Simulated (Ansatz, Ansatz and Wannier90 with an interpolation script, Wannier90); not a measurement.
An input for Ansatz 0.2.0 (Diamond (Fd-3m, 2 atoms a cell)):

```yaml
crystal:
  lattice:
    - [0.0, 1.78337, 1.78337]
    - [1.78337, 0.0, 1.78337]
    - [1.78337, 1.78337, 0.0]
  atoms:
    - { symbol: C, position: [0.5, 0.5, 0.5] }
    - { symbol: C, position: [0.75, 0.75, 0.75] }
kpoints:
  mp_grid: { grid: [12, 12, 12] }
hamiltonian:
  xc: lda
scf:
  occupations: { method: fixed }
gw:
  n_empty_bands: 52
  ecut_chi: 160.0
  qp_bands: [v4, c3]
  screening: { model: contour_deformation }
```

```sh
ansatz run input.yaml --threads 12 --pin off --max-ram 22118MiB --backend cpu --events-out ev --progress --plain --runs-dir out
```

**Question.** How long will it take on 12 threads of Intel Xeon 6975P-C (Granite Rapids), shared host, and how much memory?

It took 1.8 min; on shared hardware allow 55 s to 3.6 min. Peak host memory was 0.46 GiB. The sizes that set the cost: 229 plane waves a state, 72 irreducible k points, 56 bands summed, 59 plane waves in the screening and 6 SCF cycles.

The screening grows as filled bands × empty bands × pairs of k points, times the square of the screening basis for the matrix.

[Paths, hosts, dates, memory and timing lines, banners, echoed tables and standing remarks are left out of the program output.]

[Logs are printed without paths, hosts, clocks, repeated set-up lines and the standing remarks that a program may print on its own settings, such as how far it seeks lower states.]

[Runs of the session that timed out or met a known fault of the program may be left out.]

[Hosts, paths, dates, database ids (printed as entryN), source tags and the programs' standing remarks are cut or masked in the printed files.]
